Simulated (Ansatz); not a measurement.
**Hf2NF2 MXene monolayer in a perpendicular field**

Aim: how the Hf2NF2 MXene monolayer screens a field along its normal, and what the field does to its bands. A positive field points along +c.

Method: plane-wave DFT, PBE-D3(BJ), Ansatz PAW, in the first sound run; inputs show where later runs differ, in Ansatz 0.2.0.

## (1) The starting structure

The cell holds 5 atoms: 2 F, 2 Hf and 1 N. Its edges and angles: a = 3.217 Å, b = 3.217 Å, c = 40.384 Å, α = 90.0°, β = 90.0°, γ = 120.0°. Vacuum lies along c.

## (2) Relaxation

The starting cell is a guess, so the in-plane lattice and the atoms are relaxed first, with the slab cut off from its images along the normal.

File input.yaml:

```yaml
crystal:
  lattice:
    - [3.2175, 0.0, 0.0]
    - [-1.60875, 2.7864367367, 0.0]
    - [0.0, 0.0, 40.3840795587]
  atoms:
    - { symbol: F, position: [0.3333333333, 0.6666666667, 0.4420058646] }
    - { symbol: Hf, position: [0.6666666667, 0.3333333333, 0.4685633598], spin: 1.0 }
    - { symbol: "N", position: [0.0, 0.0, 0.5] }
    - { symbol: Hf, position: [0.3333333333, 0.6666666667, 0.5314366402], spin: 1.0 }
    - { symbol: F, position: [0.6666666667, 0.3333333333, 0.5579941354] }
  periodic: [true, true, false]
magnetization:
  spin_polarized: true
kpoints:
  mp_grid: { grid: [12, 12, 1] }
hamiltonian:
  xc: pbe
  dispersion: d3bj
scf:
  occupations: { method: fermi_dirac, width: 0.05 }
  convergence: { dr2_threshold: 1.0e-09 }
relax:
  f_tol: 0.004
  max_steps: 90
  cell: {}
output:
  write_potential: true
  write_density: true
  volumetric_format: npy
```

The run is started by

```sh
$ ansatz run input.yaml --threads 4 --pin off --max-ram 6144MiB --backend cpu --events-out ev --progress --plain --runs-dir out
```

Numbers of over 12 decimals in the logs are rounded to 6 here.

The log of the run:

```text
Warning: relax.cell: scf.convergence.dr2_threshold = 1e-9 eV is looser than the 2.31887077311e-10 eV advised for a relaxation that steers and ends on the stress (1e-10 eV for each atom of the cell: 5, times the square of relax.cell.stress_2d_tol = 0.05 N/m over 14.7 Å (the atoms' height at the walk's start and 5 Å past either face), 3.405e-2 GPa, over a crystal's default 0.05). What an SCF threshold leaves in a stress goes as its square root, and in the free energy as the threshold itself, and one threshold admits the most on a small cell: [figures from the program's tests cut] Set scf.convergence.dr2_threshold to 2.31887077311e-10 eV or tighter. [rest of the remark cut]
Engine: ansatz 0.2.0, x86_64-unknown-linux-gnu
Pseudopotentials: kind: paw
Pseudopotential: F, paw, valence charge 7, recommended cutoff 420 eV (normal), F.paw.azcp
Pseudopotential: Hf, paw, valence charge 26, recommended cutoff 420 eV (normal), Hf.paw.azcp
Pseudopotential: N, paw, valence charge 5, recommended cutoff 420 eV (normal), N.paw.azcp
Functional definition: PBE
  parameter kappa = 0.804
  parameter beta = 0.066725
  exchange = pbe_x(kappa = kappa, mu = beta*pi^2/3)
  correlation = pbe_c(beta = beta)
Crystal: 5 atoms, lattice volume = 362.058 Å³
Basis set: ecut = 420 eV, 7167 PW (Γ), exchange–correlation on 48×48×540 points (8 copies of the dense FFT grid, shifted against one another)
Bands: 44, of which v1, the nominal top of the filled ones, is band 36 counted from 1 (35 counted from 0)
Symmetry: 12 space group operations
Space group: P-3m1 (ITA 164), of the structure as read, at distance tolerance 7.1e-5 Å
Magnetic group: BNS 164.85 (UNI 1315), of the structure as read, at distance tolerance 7.1e-5 Å
k-points: 19 of 144
Non-local potential: F, projectors of the file, l = 0: 2, l = 1: 2, l = 2: 1
Non-local potential: Hf, projectors of the file, l = 0: 3, l = 1: 2, l = 2: 2, l = 3: 3
Non-local potential: N, projectors of the file, l = 0: 2, l = 1: 2, l = 2: 1
PAW form: soft (Blöchl's): semilocal exchange-correlation on the pseudo side does not see the compensation charge
PAW one-centre angular grid: F, 110 points (default); XC on 64 Gauss nodes
PAW one-centre angular grid: Hf, 590 points (default); XC on 64 Gauss nodes
PAW one-centre angular grid: N, 110 points (default); XC on 64 Gauss nodes
Initial density: superposition of atomic densities (neutral atoms: chi_scale 0, normalization atom)
Starting moments: Σ|m| = 2 μB on 2 of 5 sites
Initial wavefunctions: pseudopotential atomic-orbital guess
Functional: x = pbe(κ = 0.804, μ = 0.219515), c = pbe(β = 0.066725)
SCF iter   1: F=—  HF=-33453.087303 eV  |F-HF|=—  |Δ(HF+E_count)|=         —  Δρ=2.73e-2 (↑2.73e-2 ↓2.66e-2)  dr2=1.70e1  dr2_m=1.27e-1  M=0.634 μB ∫|m|=0.693 μB  β_m=0.30  ethr=3.10e-3  ⟨swp⟩=14.2  Hψ=10709  notcnv=0  defer=4
Mixer restart at iter 1: flushing history
preconditioner: auto → LDOS  [metal: Δε(μ)=0.044 eV  Ē_g=18.837 eV  σ=0.050 eV  W_gap=0.21  n_scr=26 (ndim 8)  ℏωp=16.0 eV  f_vac=0.810  D(μ)=1.79/eV (n_scr^D=12)]
spin=Collinear: LDOS preconditioning applied to the charge; magnetization (m = ρ↑ − ρ↓) channel mixes plain (no charge-response kernel on spin).
SCF iter   2: F=—  HF=-33450.205616 eV  |F-HF|=—  |Δ(HF+E_count)|=    2.88e0  Δρ=1.51e-2 (↑1.51e-2 ↓1.44e-2)  dr2=5.81e0  dr2_m=7.78e-2  M=0.501 μB ∫|m|=0.569 μB  β_m=0.48  ethr=3.10e-3  ⟨swp⟩=4.0  Hψ=4031  notcnv=0  defer=83
SCF iter   3: F=—  HF=-33448.984568 eV  |F-HF|=—  |Δ(HF+E_count)|=    1.22e0  Δρ=4.56e-3 (↑4.56e-3 ↓3.77e-3)  dr2=1.23e-1  dr2_m=1.67e-2  M=0.231 μB ∫|m|=0.301 μB  β_m=0.56  ethr=3.10e-3  ⟨swp⟩=5.0  Hψ=3851  notcnv=0  defer=87
SCF iter   4: F=—  HF=-33449.075696 eV  |F-HF|=—  |Δ(HF+E_count)|=         —  Δρ=2.30e-3 (↑2.30e-3 ↓1.99e-3)  dr2=1.94e-2  dr2_m=6.90e-3  M=0.064 μB ∫|m|=0.110 μB  β_m=0.56  ethr=1.74e-4  ⟨swp⟩=5.2  Hψ=4655  notcnv=0  defer=74
SCF iter   5: F=—  HF=-33449.086364 eV  |F-HF|=—  |Δ(HF+E_count)|=   1.07e-2  Δρ=9.78e-4 (↑9.78e-4 ↓8.38e-4)  dr2=3.54e-3  dr2_m=1.58e-3  M=0.035 μB ∫|m|=0.063 μB  β_m=0.74  ethr=2.73e-5  ⟨swp⟩=4.5  Hψ=4073  notcnv=0  defer=80
SCF iter   6: F=—  HF=-33449.091949 eV  |F-HF|=—  |Δ(HF+E_count)|=   5.59e-3  Δρ=2.95e-4 (↑2.86e-4 ↓2.95e-4)  dr2=7.84e-4  dr2_m=1.10e-4  M=0.010 μB ∫|m|=0.019 μB  β_m=0.61  ethr=4.98e-6  ⟨swp⟩=4.4  Hψ=4451  notcnv=0  defer=80
SCF iter   7: F=—  HF=-33449.091239 eV  |F-HF|=—  |Δ(HF+E_count)|=   7.10e-4  Δρ=1.44e-4 (↑1.33e-4 ↓1.44e-4)  dr2=1.02e-4  dr2_m=4.37e-5  M=0.005 μB ∫|m|=0.011 μB  β_m=0.80  ethr=1.10e-6  ⟨swp⟩=3.4  Hψ=4083  notcnv=0  defer=77
SCF iter   8: F=—  HF=-33449.091356 eV  |F-HF|=—  |Δ(HF+E_count)|=   1.17e-4  Δρ=3.48e-5 (↑3.10e-5 ↓3.48e-5)  dr2=5.98e-6  dr2_m=2.26e-6  M=0.001 μB ∫|m|=0.002 μB  β_m=0.79  ethr=1.44e-7  ⟨swp⟩=3.7  Hψ=4252  notcnv=0  defer=77
SCF iter   9: F=—  HF=-33449.091390 eV  |F-HF|=—  |Δ(HF+E_count)|=   3.40e-5  Δρ=1.09e-5 (↑1.09e-5 ↓1.09e-5)  dr2=5.08e-7  dr2_m=2.63e-7  M=0.000 μB ∫|m|=0.001 μB  β_m=0.89  ethr=8.42e-9  ⟨swp⟩=3.5  Hψ=3844  notcnv=0  defer=77
SCF iter  10: F=—  HF=-33449.091391 eV  |F-HF|=—  |Δ(HF+E_count)|=   1.01e-6  Δρ=6.66e-6 (↑5.38e-6 ↓6.66e-6)  dr2=5.96e-7  dr2_m=1.04e-8  M=0.000 μB ∫|m|=0.000 μB  β_m=0.75  ethr=7.15e-10  ⟨swp⟩=4.1  Hψ=4494  notcnv=0  defer=77
SCF iter  11: F=—  HF=-33449.091391 eV  |F-HF|=—  |Δ(HF+E_count)|=   8.10e-8  Δρ=1.38e-6 (↑1.38e-6 ↓1.12e-6)  dr2=1.30e-8  dr2_m=2.38e-9  M=0.000 μB ∫|m|=0.000 μB  β_m=0.69  ethr=7.15e-10  ⟨swp⟩=2.7  Hψ=3159  notcnv=0  defer=77
SCF iter  12: F=—  HF=-33449.091391 eV  |F-HF|=—  |Δ(HF+E_count)|=   1.34e-8  Δρ=7.09e-7 (↑5.11e-7 ↓7.09e-7)  dr2=7.75e-10  dr2_m=9.30e-10  M=0.000 μB ∫|m|=0.000 μB  β_m=0.82  ethr=1.82e-11  ⟨swp⟩=4.2  Hψ=4257  notcnv=0  defer=77
SCF iter  13: F=—  HF=-33449.091391 eV  |F-HF|=—  |Δ(HF+E_count)|=   1.29e-8  Δρ=3.65e-7 (↑3.65e-7 ↓2.46e-7)  dr2=5.51e-10  dr2_m=1.79e-10  M=0.000 μB ∫|m|=0.000 μB  β_m=0.80  ethr=1.09e-12  ⟨swp⟩=4.2  Hψ=4261  notcnv=0  defer=77
SCF iter  14: F=-33449.091391 eV  HF=-33449.091391 eV  |F-HF|=6.55e-11  |Δ(HF+E_count)|=   1.21e-9  Δρ=9.28e-8 (↑9.28e-8 ↓8.61e-8)  dr2=2.04e-11  dr2_m=2.11e-11  M=0.000 μB ∫|m|=0.000 μB  ethr=1.00e-12  ⟨swp⟩=9.4  Hψ=13767  notcnv=0
[...]
relax step   8: F+E_penalty+E_count = -33450.13002805 eV  Δ(F+E_penalty+E_count) = +4.617e-5 eV  max|allowed force component| = 2.655e-3 eV/Å  Δτ_max = 0.0008 Å  P = -0.000 N/m  Ω = 355.119 Å³  energy of the carried Pulay correction = +4.506e-3 eV  fix = [c, alpha, beta]  reactions: c -0.000 N/m  (7 SCF iters, accepted)
relax step   9: F+E_penalty+E_count = -33450.12598304 eV  Δ(F+E_penalty+E_count) = +4.045e-3 eV  max|allowed force component| = 2.875e-3 eV/Å  Δτ_max = 0.0000 Å  P = -0.095 N/m  Ω = 355.119 Å³  fix = [c, alpha, beta]  reactions: c -0.000 N/m  stress off target by 9.53e-2 N/m on what of the cell is left free  SCF on the basis re-selected at this cell (its energy is not comparable with the rows above)  (6 SCF iters)
relax step  10: F+E_penalty+E_count = -33450.12636389 eV  Δ(F+E_penalty+E_count) = -3.808e-4 eV  max|allowed force component| = 2.668e-3 eV/Å  Δτ_max = 0.0033 Å  P = +0.004 N/m  Ω = 354.600 Å³  energy of the carried Pulay correction = +3.473e-4 eV  fix = [c, alpha, beta]  reactions: c +0.000 N/m  (8 SCF iters, accepted)
iter 1 solved again at ethr=5.14e-7 eV; its pass at ethr=3.10e-3 eV (dr2=3.65e-4 eV) is discarded
SCF iter   1: F=—  HF=-33450.126103 eV  |F-HF|=—  |Δ(HF+E_count)|=         —  Δρ=4.19e-6 (↑4.16e-6 ↓4.19e-6)  dr2=5.25e-8  dr2_m=1.28e-11  M=0.000 μB ∫|m|=0.000 μB  β_m=0.65  ethr=5.14e-7  ⟨swp⟩=6.6  Hψ=18100  notcnv=0
eigensolver tolerance schedule: the retry pair's looser diagonalisation over-reported the residual by 6958.91 of it (diagonalisation noise at an unbounded share of the residual, at the tolerance the schedule requests for it); recorded, not acted on — ethr = c·dr2/N_el stays at c = 1.0e-1
preconditioner: auto → Resta (q_TF=auto, 2.087 Å⁻¹)  ε∞=1.8  [insulator: Δε(μ)=0.124 eV  Ē_g=18.411 eV  σ=0.050 eV  W_gap=0.54  n_scr=26 (ndim 8)  ℏωp=16.1 eV  f_vac=0.815  D(μ)=1.43/eV (n_scr^D=10)  ε∞_Penn≈1.8  vacuum switching on, ρ_ref=2.5e-2 e/Å³]
spin=Collinear: Resta preconditioning applied to the charge; magnetization (m = ρ↑ − ρ↓) channel mixes plain (no charge-response kernel on spin).
SCF iter   2: F=—  HF=-33450.125973 eV  |F-HF|=—  |Δ(HF+E_count)|=   1.30e-4  Δρ=2.85e-6 (↑2.85e-6 ↓2.84e-6)  dr2=6.66e-8  dr2_m=4.42e-12  M=0.000 μB ∫|m|=0.000 μB  β_m=0.35  ethr=7.39e-11  ⟨swp⟩=6.3  Hψ=7430  notcnv=0
SCF iter   3: F=—  HF=-33450.125973 eV  |F-HF|=—  |Δ(HF+E_count)|=   1.64e-8  Δρ=1.29e-6 (↑1.29e-6 ↓1.29e-6)  dr2=5.80e-9  dr2_m=4.49e-12  M=0.000 μB ∫|m|=0.000 μB  β_m=0.64  ethr=7.39e-11  ⟨swp⟩=2.9  Hψ=3098  notcnv=0
SCF iter   4: F=—  HF=-33450.125973 eV  |F-HF|=—  |Δ(HF+E_count)|=   4.73e-9  Δρ=3.98e-7 (↑3.98e-7 ↓3.98e-7)  dr2=1.17e-9  dr2_m=1.34e-12  M=0.000 μB ∫|m|=0.000 μB  β_m=0.64  ethr=8.18e-12  ⟨swp⟩=3.7  Hψ=4119  notcnv=0
SCF iter   5: F=-33450.125973 eV  HF=-33450.125973 eV  |F-HF|=2.69e-10  |Δ(HF+E_count)|=  8.37e-10  Δρ=2.08e-7 (↑2.08e-7 ↓2.05e-7)  dr2=2.74e-10  dr2_m=2.74e-13  M=0.000 μB ∫|m|=0.000 μB  ethr=1.41e-12  ⟨swp⟩=15.1  Hψ=17075  notcnv=0
the starting moments were not kept: the SCF closed with an absolute magnetisation of 1.2e-6 μB, where they sum to 2 μB in size (2 sites). That is at most 0.1 of that sum. Measured as dr2_m measures the in/out step, that magnetisation stands 1.5e-13 eV from none, at or under the dr2_threshold of 1.0e-9 eV: it is no larger than a step whose dr2_m would equal this threshold.
SCF 11 converged in 5 iterations: F = -33450.125973 eV  dr2 = 2.74e-10
relax step  11: F+E_penalty+E_count = -33450.12597334 eV  Δ(F+E_penalty+E_count) = +3.905e-4 eV  max|allowed force component| = 2.640e-3 eV/Å  Δτ_max = 0.0000 Å  P = -0.001 N/m  Ω = 354.600 Å³  fix = [c, alpha, beta]  reactions: c -0.000 N/m  stress off target by 8.16e-4 N/m on what of the cell is left free  SCF on the basis re-selected at this cell (its energy is not comparable with the rows above)  (5 SCF iters)
basis re-selected at this cell: Δ(F+E_penalty+E_count) = +3.905e-4 eV, ΔP = -0.005 N/m vs the last step (what re-selecting the basis moved, of the pressure what is left beyond the Pulay correction that the steps carried, after the strain that the cell walked since its last selection, with what the two solves' SCF thresholds leave and, on support functions, any second-order correction that the steps lacked; it is no m [...]
WARN: The output density's exchange-correlation potential varies sharply where the density is thin. Do not read a vacuum level from v_tot or v_xc, or from such a field of the output density. On a cell that repeats whose density bears no net charge and no dipole along the vacuum's axis use v_es (v_loc + v_h of the components); under efield.dipole_correction with no amplitude use v_es + v_field, which holds any externa [...]
SCF converged after 5 iterations
Magnetization: 0.0000 μB (35.5000 up, 35.5000 down)
Absolute magnetization: 0.0000 μB (∫|ρ↑−ρ↓|, with the PAW one-centre terms)
Spin contamination: 0.0000 ħ² per cell (⟨S²⟩ above its minimum at these occupations)
Per-site moments (μB) at R_I (Å): [(1.3592118896812324e-8, 0.948843), (1.3245944786528718e-7, 0.907455), (-1.6489578912718345e-7, 0.907455), (1.3245944773863787e-7, 0.907455), (1.3592118994488608e-8, 0.948843)]
Free energy (F): -33450.125973 eV
Harris-Foulkes:  -33450.125973 eV  (|F-HF|=2.69e-10)
Internal energy: -33450.114175 eV  (E = F + TS)
E sigma→0 (E₀):  -33450.120074 eV
Entropy (-TS):   -0.011798 eV (-2.360 meV/atom)
Fermi energy:    -3.358042 eV
--- Per-component energies (eV) ---
  E_band       = -1524.299941
  E_kinetic    = 1396.476440
  E_local      = -439657.485441  (includes V_loc(G=0)·N_el)
  E_nonlocal   = -2296.606677
  E_hartree    = 218574.528930
  E_xc         = -821.170170
  E_vxc        = -815.813847  (∫ρ·V_xc dr)
  E_paw        = -14381.464129  (= ΣΔE_a)
  E_vpaw       = 2700.067925  (= ΣTr[D̂ρ^β])
  E_aug_tail   = 0.004232  (compensation charges beyond the density's cutoff)
  E_ewald      = 203736.515211
  E_disp       = -0.912572  (pairwise vdW)
  E_smearing   = -0.011798  (= −TS)
  E_closure    = -0.000000  (closes the sum)
  Σ components = -33450.125973   (vs F -33450.125973, Δ=0.00e0)
--- Forces (eV/Å), atoms counted from 1 ---
  atom   1  F      0.00000000     0.00000000     0.00264022
  atom   2  Hf    -0.00000000    -0.00000000     0.00059034
  atom   3  N      0.00000000     0.00000000     0.00000000
  atom   4  Hf    -0.00000000     0.00000000    -0.00059034
  atom   5  F      0.00000000    -0.00000000    -0.00264022
  max |Σ_I F_I| component: 3.70e-17 eV/Å
--- 2D stress c σ (N/m, compression-positive) ---
       -0.000816       0.000000       0.000000
        0.000000      -0.000816       0.000000
        0.000000       0.000000       0.000000
  P = ½ c Tr σ = -0.0008 N/m
--- Band table (eV; the first three rows and the last of 38) ---
  k-point 0 ↑: bands = [... 32 lower, -9.0798, -9.0798, -3.7870, -3.6949, -3.6949, -3.2263, -2.3236, -1.3126, ... 4 higher]
  k-point 1 ↑: bands = [... 32 lower, -9.2830, -9.1140, -4.1077, -3.7074, -3.5247, -2.9238, -2.0312, -1.7172, ... 4 higher]
  k-point 2 ↑: bands = [... 32 lower, -9.6732, -9.1854, -4.8413, -3.4821, -3.0335, -2.4135, -1.9190, -1.4570, ... 4 higher]
  k-point 18 ↓: bands = [... 32 lower, -10.1998, -9.5703, -3.5473, -3.2148, -3.2148, -1.4381, -0.2780, -0.2780, ... 4 higher]
  the weakly bound empty levels are not read free of the cell's end (no_gap_told)
--- Relaxed structure (9 steps of the walk, 8 accepted, 2 SCFs on fresh bases) ---
  F+E_penalty+E_count = -33450.12597334 eV   max|allowed force component| = 2.640e-3 eV/Å   (the final SCF, on the basis selected at the relaxed cell)
  cell:  # Å, volume = 354.5996 Å³
    - [3.184188, 0, 0.0]
    - [-1.592094, 2.757588, 0.0]
    - [0.0, 0.0, 40.3840795587]
  atoms:
    - { symbol: F, position: [0.333333, 0.666667, 0.435847] }
    - { symbol: Hf, position: [0.666667, 0.333333, 0.470081] }
    - { symbol: N, position: [0, 0, 0.5] }
    - { symbol: Hf, position: [0.333333, 0.666667, 0.529919] }
    - { symbol: F, position: [0.666667, 0.333333, 0.564153] }
```

Elapsed: 1.8 min, on 4 threads of Intel Xeon Platinum 8488C (Sapphire Rapids), shared host; peak memory 1.2 GiB; 6.9 min of CPU time.

Step by step:

```csv
step,energy less that of the first step (eV),largest force component (eV/Å),volume (Å³)
1,0.0000,4.6191,362.06
2,-0.9037,1.7711,365.15
3,-1.0283,0.1016,361.91
4,-1.0328,0.0847,359.31
5,-1.0384,0.1643,353.61
6,-1.0387,0.0279,355.00
7,-1.0385,0.0308,355.27
8,-1.0386,0.0027,355.12
9*,-1.0346,0.0029,355.12
10,-1.0350,0.0027,354.60
11*,-1.0346,0.0026,354.60
```

Relaxation steps marked * repeat the geometry before them on a plane-wave basis chosen anew for their cell, so energy and pressure can jump there. Relaxation step 7 was tried and not accepted.

The run keeps the 12 symmetry operations that it works with, so distortions that break them were not tested.

```csv
cell as run,before,after,change
a (Å),3.217,3.184,-1.0 %
b (Å),3.217,3.184,-1.0 %
```

The atoms that moved most (Å, along periodic axes as changes of fractional coordinates times the final cell, across vacuum about the mean position):

```csv
atom,dx,dy,dz,length
F5,0.000,0.000,0.249,0.249
F1,0.000,0.000,-0.249,0.249
Hf2,0.000,0.000,0.061,0.061
Hf4,0.000,0.000,-0.061,0.061
```

The relaxed structure:

```xyz
5
Lattice="3.1842 0.0000 0.0000 -1.5921 2.7576 0.0000 0.0000 0.0000 40.3841" Properties=species:S:1:pos:R:3
F     0.0000    1.8384   17.6013
Hf    1.5921    0.9192   18.9838
N     0.0000    0.0000   20.1920
Hf    0.0000    1.8384   21.4003
F     1.5921    0.9192   22.7828
```

This step gave:

```yaml
energy_at_zero_smearing: -33450.1201 eV
```

The lattice constant a goes from 3.217 to 3.184 Å.

(Part 1 of 3 ends here.)

[Logs are printed without paths, hosts, clocks, repeated set-up lines and the standing remarks that a program may print on its own settings, such as how far it seeks lower states.]

[Hosts, paths, dates, database ids (printed as entryN), source tags and the programs' standing remarks are cut or masked in the printed files.]

[Maps of the electrostatic potential energy from Ansatz leave out the sawtooth potential of an applied field or a dipole correction, so their vacuum need not be flat; planar profiles and work functions include it.]
